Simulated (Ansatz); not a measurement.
# YVO4 (I4_1/amd): band gap by G0W0 on r2SCAN

How far does one-shot GW move the r2SCAN gap of YVO4 (I4_1/amd)?

Calculated with Ansatz 0.2.0; r2SCAN, then G0W0 on it, plane waves, PAW.

### Step 1. The structure

The structure is tetragonal, space group I4_1/amd (No. 141). The conventional cell has a = 7.118 Å, b = 7.118 Å, c = 6.289 Å, α = 90.00°, β = 90.00°, γ = 90.00°. Nearest to Y lie 8 O at 2.30 to 2.43 Å. Nearest to V lie 4 O at 1.71 Å. Nearest to O lie 1 V at 1.71 Å and 2 Y at 2.30 to 2.43 Å. Farther neighbours and most contacts between anions are not listed.

The cell and positions come from the Crystallography Open Database and are kept as given unless a step says otherwise. The default PAW set here is soft_2. Its files were made with PBE.

### Step 2. Bands along the symmetry lines

Levels along a band path and on the mesh show where this functional puts the band edges.

This step: DFT, r2SCAN, plane waves, PAW.

input.yaml reads:

```yaml
crystal:
  lattice:
    - [-3.55915, 3.55915, 3.14465]
    - [3.55915, -3.55915, 3.14465]
    - [3.55915, 3.55915, -3.14465]
  atoms:
    - { symbol: "Y", position: [0.75, 0.25, 0.5] }
    - { symbol: "Y", position: [0.0, 0.0, 0.0] }
    - { symbol: V, position: [0.5, 0.5, 0.0] }
    - { symbol: V, position: [0.25, 0.75, 0.5] }
    - { symbol: O, position: [0.51, 0.3258, 0.1842] }
    - { symbol: O, position: [0.0758, 0.3916, 0.3158] }
    - { symbol: O, position: [0.1416, 0.3258, 0.8158] }
    - { symbol: O, position: [0.0758, 0.76, 0.6842] }
    - { symbol: O, position: [0.24, 0.9242, 0.3158] }
    - { symbol: O, position: [0.6742, 0.49, 0.8158] }
    - { symbol: O, position: [0.6084, 0.9242, 0.6842] }
    - { symbol: O, position: [0.6742, 0.8584, 0.1842] }
kpoints:
  mp_grid: { grid: [6, 6, 6] }
  band_path:
    path:
      - [[0.0, 0.0, 0.0], [0.0, 0.0, 0.5], [-0.5, 0.5, 0.5], [0.0, 0.0, 0.0], [0.44516056, 0.44516056, -0.44516056]]
      - [[-0.44516056, 0.55483944, 0.44516056], [-0.5, 0.5, 0.5]]
      - [[0.0, 0.0, 0.5], [0.25, 0.25, 0.25], [0.0, 0.5, 0.0], [0.0, 0.0, 0.0]]
    npoints: 10
hamiltonian:
  xc: r2scan
scf:
  occupations: { method: fermi_dirac, width: 0.02 }
  n_extra_bands: 8
output:
  eigenvalues: true
  write_density: true
  write_potential: true
  elf: true
  volumetric_format: npy
```

Started as:

```sh
$ ansatz run input.yaml --threads 3 --pin off --max-ram 92160MiB --backend cuda --events-out ev --progress --plain --runs-dir out --devices 1 --max-vram 13GiB
```

Numbers of over 12 decimals in the logs are rounded to 6 here.

What it wrote:

```text
scf.n_extra_bands = 8 over 48 filled bands (N_el = 96.0): the run solves 56 bands
GPUs: using 1 of 1 available (devices: 1).
Engine: ansatz 0.2.0, x86_64-unknown-linux-gnu
Pseudopotentials: kind: paw
Pseudopotential: Y, paw, valence charge 11, recommended cutoff 500 eV (meta_gga), Y.paw.azcp
Pseudopotential: V, paw, valence charge 13, recommended cutoff 500 eV (meta_gga), V.paw.azcp
Pseudopotential: O, paw, valence charge 6, recommended cutoff 500 eV (meta_gga), O.paw.azcp
Functional definition: r2SCAN
  parameter k0 = 0.174
  parameter k1 = 0.065
  parameter a1 = 4.9479
  exchange = r2scan_x(k0 = k0, k1 = k1, a1 = a1)
  correlation = r2scan_c
device memory: the entry about to start is reckoned to put 4.4 GiB on a device that reports 49.9 GiB free (of which the cap on the GPU budget leaves the run 13.0 GiB)
GPU FFT provider: cuFFT
GPU libraries: cuBLAS 13.8.2, cuFFT 12.4.0, cuSOLVER 12.3.4
Crystal: 12 atoms, lattice volume = 159.340 Å³
Basis set: ecut = 500 eV, 4023 PW (Γ), exchange–correlation on 180×180×180 points (64 copies of the dense FFT grid, shifted against one another)
Bands: 56, of which v1, the nominal top of the filled ones, is band 48 counted from 1 (47 counted from 0)
Symmetry: 16 space group operations
Space group: I41/amd (ITA 141), of the structure as read, at distance tolerance 5.4e-5 Å
k-points: 30 of 216
Non-local potential: Y, projectors of the file, l = 0: 3, l = 1: 2, l = 2: 2, l = 3: 1
Non-local potential: V, projectors of the file, l = 0: 3, l = 1: 2, l = 2: 3, l = 3: 1
Non-local potential: O, projectors of the file, l = 0: 2, l = 1: 2, l = 2: 1
PAW form: soft (Blöchl's): semilocal exchange-correlation on the pseudo side does not see the compensation charge
PAW frozen core: Y, regenerated for the run's functional (the file was generated under x = pbe(κ = 0.804, μ = 0.219515), c = pbe(β = 0.066725))
PAW frozen core: V, regenerated for the run's functional (the file was generated under x = pbe(κ = 0.804, μ = 0.219515), c = pbe(β = 0.066725))
PAW frozen core: O, regenerated for the run's functional (the file was generated under x = pbe(κ = 0.804, μ = 0.219515), c = pbe(β = 0.066725))
PAW one-centre angular grid: Y, 590 points (default); XC on 160 Gauss nodes
PAW one-centre angular grid: V, 590 points (default); XC on 160 Gauss nodes
PAW one-centre angular grid: O, 302 points (default); XC on 160 Gauss nodes
Initial density: superposition of atomic densities (neutral atoms: chi_scale 0, normalization atom), corrected by the library's trained network
Initial wavefunctions: pseudopotential atomic-orbital guess
GPU buffer pool allocated for 91125 grid points (all kernels)
GPU transforms: local potential and band sums: pruned to the plane-wave sphere, on 45×45×45
Functional: x = r2scan, c = r2scan; τ floored in thin density (d = 2e-4 eV/Å³)
SCF iter   1: F=—  HF=-18120.950329 eV  |F-HF|=—  |Δ(HF+E_count)|=         —  Δρ=2.54e-2  dr2=1.30e0  dr2_τ=7.44e-1  ethr=1.77e-3  ⟨swp⟩=6.1  Hψ=5894  notcnv=0
preconditioner: auto → Resta (q_TF=auto, 2.507 Å⁻¹)  ε∞=4.8  [insulator: Δε(μ)=3.796 eV  Ē_g=13.213 eV  σ=0.020 eV  W_gap=1.00  n_scr=46 (ndim 8)  ℏωp=25.6 eV  f_vac=0.071  D(μ)=0.00/eV (n_scr^D=0)  ε∞_Penn≈4.8]
SCF iter   2: F=—  HF=-18121.148857 eV  |F-HF|=—  |Δ(HF+E_count)|=   1.99e-1  Δρ=2.54e-2  dr2=1.10e0  dr2_τ=1.08e-1  ethr=1.35e-3  ⟨swp⟩=3.0  Hψ=3491  notcnv=0  defer=113
SCF iter   3: F=—  HF=-18121.014252 eV  |F-HF|=—  |Δ(HF+E_count)|=   1.35e-1  Δρ=4.14e-3  dr2=1.97e-2  dr2_τ=1.18e-3  ethr=1.14e-3  ⟨swp⟩=2.1  Hψ=2398  notcnv=0  defer=113
SCF iter   4: F=—  HF=-18121.015318 eV  |F-HF|=—  |Δ(HF+E_count)|=   1.07e-3  Δρ=3.56e-3  dr2=2.40e-2  dr2_τ=1.04e-3  ethr=2.06e-5  ⟨swp⟩=2.0  Hψ=3099  notcnv=0  defer=113
SCF iter   5: F=—  HF=-18121.012648 eV  |F-HF|=—  |Δ(HF+E_count)|=   2.67e-3  Δρ=3.98e-4  dr2=2.50e-4  dr2_τ=9.91e-6  ethr=2.06e-5  ⟨swp⟩=2.0  Hψ=2396  notcnv=0  defer=113
SCF iter   6: F=—  HF=-18121.012115 eV  |F-HF|=—  |Δ(HF+E_count)|=   5.34e-4  Δρ=3.12e-4  dr2=2.00e-4  dr2_τ=6.35e-6  ethr=2.60e-7  ⟨swp⟩=2.0  Hψ=2866  notcnv=0  defer=113
SCF iter   7: F=—  HF=-18121.012257 eV  |F-HF|=—  |Δ(HF+E_count)|=   1.43e-4  Δρ=1.37e-4  dr2=3.85e-5  dr2_τ=4.48e-7  ethr=2.08e-7  ⟨swp⟩=2.0  Hψ=1750  notcnv=0  defer=113
SCF iter   8: F=—  HF=-18121.012423 eV  |F-HF|=—  |Δ(HF+E_count)|=   1.66e-4  Δρ=2.23e-5  dr2=1.06e-6  dr2_τ=1.11e-8  ethr=4.01e-8  ⟨swp⟩=2.0  Hψ=1844  notcnv=0  defer=113
SCF iter   9: F=-18121.012422 eV  HF=-18121.012423 eV  |F-HF|=5.34e-8  |Δ(HF+E_count)|=   1.04e-7  Δρ=5.52e-6  dr2=6.26e-8  dr2_τ=1.02e-9  ethr=1.04e-10  ⟨swp⟩=8.4  Hψ=5160  notcnv=0
SCF 1 converged in 9 iterations: F = -18121.012422 eV  dr2 = 6.26e-8
  greatest PAW one-centre occupation: 1.000 electrons in one spin orbital (limit 2), on the V atom at site 3 (counted from 0), in its partial waves of l = 0
device memory: the entry about to start is reckoned to put 2.6 GiB on a device that reports 49.9 GiB free (of which the cap on the GPU budget leaves the run 13.0 GiB)
NSCF: frozen V_eff on 83 k-points
SCF converged after 9 iterations
Free energy (F): -18121.012422 eV
Harris-Foulkes:  -18121.012423 eV  (|F-HF|=5.34e-8)
Internal energy: -18121.012422 eV  (E = F + TS)
E sigma→0 (E₀):  -18121.012422 eV
Fermi energy:    7.579960 eV
--- Per-component energies (eV) ---
  E_band       = -943.819628
  E_kinetic    = 2693.330343
  E_local      = -7290.866419  (includes V_loc(G=0)·N_el)
  E_nonlocal   = 373.648277
  E_hartree    = 2816.216070
  E_xc         = -1180.358789
  E_vxc        = -1665.530785  (∫ρ·V_xc dr)
  E_paw        = -9198.304958  (= ΣΔE_a)
  E_vpaw       = -791.999831  (= ΣTr[D̂ρ^β])
  E_aug_tail   = 0.008727  (compensation charges beyond the density's cutoff)
  E_vtau       = 105.147726  (kinetic-family band-sum trace: ∫τ·v_τ [+ j·A + Jᵃ·Aᵃ] dr)
  E_ewald      = -6333.590677
  E_core_change = -1.094996  (= ΣΔE_core)
  E_smearing   = -0.000000  (= −TS)
  E_closure    = -0.000000  (closes the sum)
  Σ components = -18121.012422   (vs F -18121.012422, Δ=0.00e0)
--- Band table (eV; the first three rows and the last of 30) ---
  k-point 0: bands = [... 44 lower, 5.5094, 5.5160, 5.5160, 5.9044, 9.2256, 9.9473, 10.1501, 10.1658, ... 4 higher]
  k-point 1: bands = [... 44 lower, 5.4258, 5.4537, 5.5270, 5.8453, 9.3435, 9.9477, 10.1016, 10.2060, ... 4 higher]
  k-point 2: bands = [... 44 lower, 5.2235, 5.3145, 5.5170, 5.6862, 9.6393, 9.9591, 10.0084, 10.2298, ... 4 higher]
  k-point 29: bands = [... 44 lower, 5.0933, 5.0933, 5.3481, 5.3481, 9.9737, 9.9737, 10.2169, 10.2169, ... 4 higher]
```

Elapsed: 10 s, on 1 × NVIDIA H100 80GB HBM3 (shared by 6 runs) with 3 threads of AMD EPYC 7R13 (Zen 3), shared host; peak memory 1.3 GiB.

This step gave:

```yaml
filled_bands: 48
gap: 3.321 eV
valence_top_at: k = (0.045, 0.045, -0.045)
conduction_bottom_at: Γ
least_direct_gap: 3.321 eV
```

Over mesh and path the gap is 3.321 eV, from k = (0.045, 0.045, -0.045) to k = Γ, and equal within 1 meV to the least direct gap at k = Γ.

Electronic bands along the path, in eV, zero at the top of the highest nominally filled band:

```tsv
point	band 45	band 46	band 47	band 48	band 49	band 50	band 51	band 52
Γ	-0.40	-0.39	-0.39	0.00	3.32	4.04	4.25	4.26
halfway	-0.57	-0.52	-0.38	-0.13	3.57	4.05	4.15	4.33
X	-0.77	-0.77	-0.36	-0.36	4.02	4.02	4.16	4.16
halfway	-0.76	-0.76	-0.51	-0.51	4.05	4.05	4.22	4.22
M	-0.81	-0.81	-0.56	-0.56	4.07	4.07	4.31	4.31
halfway	-0.68	-0.61	-0.44	-0.27	3.79	4.04	4.11	4.36
Γ	-0.40	-0.39	-0.39	0.00	3.32	4.04	4.25	4.26
halfway	-0.86	-0.17	-0.17	-0.09	3.90	4.11	4.14	4.23
Z	-0.85	-0.84	-0.48	-0.48	4.07	4.10	4.24	4.35
jump to Z0	-0.85	-0.84	-0.48	-0.48	4.07	4.10	4.24	4.35
halfway	-0.83	-0.83	-0.53	-0.53	4.06	4.08	4.28	4.34
M	-0.81	-0.81	-0.56	-0.56	4.07	4.07	4.31	4.31
jump to X	-0.77	-0.77	-0.36	-0.36	4.02	4.02	4.16	4.16
halfway	-0.80	-0.80	-0.34	-0.34	4.10	4.10	4.17	4.17
P	-0.86	-0.86	-0.32	-0.32	4.18	4.18	4.18	4.18
halfway	-0.84	-0.60	-0.35	-0.19	4.09	4.18	4.18	4.19
N	-0.84	-0.76	-0.16	-0.14	4.04	4.17	4.17	4.18
halfway	-0.55	-0.39	-0.25	-0.05	3.64	4.09	4.22	4.24
Γ	-0.40	-0.39	-0.39	0.00	3.32	4.04	4.25	4.26
```

Electrostatic potential energy in the ac plane of the conventional cell at fractional y = 0.000, with atoms of Y and V and O within 0.2 Å of it. With pseudopotentials it is smooth inside the atoms' cores, unlike the true potential.

Ten even steps from '0' (-49 eV) to '9' (12 eV), each cell a mean:
```
01489988988998899620
23789999765789999852
67899997411368999987
89877996200048987899
99522686200048842389
78401597411268730268
45534799765689953464
44689999988899998744
54589999999999999744
44699999988899999854
57899999755689999976
89999998444469999998
99999997445458999999
88999977444467899988
46898423654652379875
02687302688840158731
00488424899963378610
```
Columns run along a (7.1 Å; values clipped at the 3rd and 97th percentile), rows up along c (6.3 Å), edges of the conventional cell, whose origin can differ from the input's. Atoms in or near the plane, at fractional coordinates: Y at (0.50, 0.75), Y at (0.00, 0.00), V at (0.00, 0.50), V at (0.50, 0.25), O at (0.32, 0.08), O at (0.68, 0.08), O at (0.82, 0.67), O at (0.18, 0.67).

Valence density in the ac plane of the conventional cell at fractional y = 0.000, with atoms of Y and V and O within 0.2 Å of it. It is the smooth field of the valence electrons, not physical close to the nuclei.

Ten steps, logarithmic in the rise over the least value, from '0' (0 e/Å³) to '9' (15 e/Å³), each cell a mean:
```
66422343211234421356
65311112233321111245
32222112466531112223
12344323666642245421
13677533666642467742
24688632466532478753
65576421234311367656
97443210011100134468
98421000011100011369
86300000122100000157
43100000245310000024
21000001588731000011
11000123699842110001
11002344688744421011
43213676555467752124
65324787522468863256
66424676421357752366
```
Columns run along a (7.1 Å), rows up along c (6.3 Å), edges of the conventional cell, whose origin can differ from the input's. Atoms in or near the plane, at fractional coordinates: Y at (0.50, 0.75), Y at (0.00, 0.00), V at (0.00, 0.50), V at (0.50, 0.25), O at (0.32, 0.08), O at (0.68, 0.08), O at (0.82, 0.67), O at (0.18, 0.67).

(Part 1 of 2 ends here.)

[Paths, hosts, dates, memory and timing lines, banners, echoed tables and standing remarks are left out of the program output.]

[Logs are printed without paths, hosts, clocks, repeated set-up lines and the standing remarks that a program may print on its own settings, such as how far it seeks lower states.]

[Runs of the session that timed out or met a known fault of the program may be left out.]

[Cells called generated may have been cut or substituted from an entry of the Crystallography Open Database or the Materials Project.]

[Hosts, paths, dates, database ids (printed as entryN), source tags and the programs' standing remarks are cut or masked in the printed files.]

[Where an RPA ε∞ is given, it is that of the G0W0 mesh and is not shown converged in it. Names of k-points follow the symmetry that the program found, which can be lower than the space group named. Band edges on a path are those of the sampled points; other points can move an edge, and change direct to indirect where valleys lie close.]

[Hybrid gaps are those of their k-mesh and are not shown converged in it.]
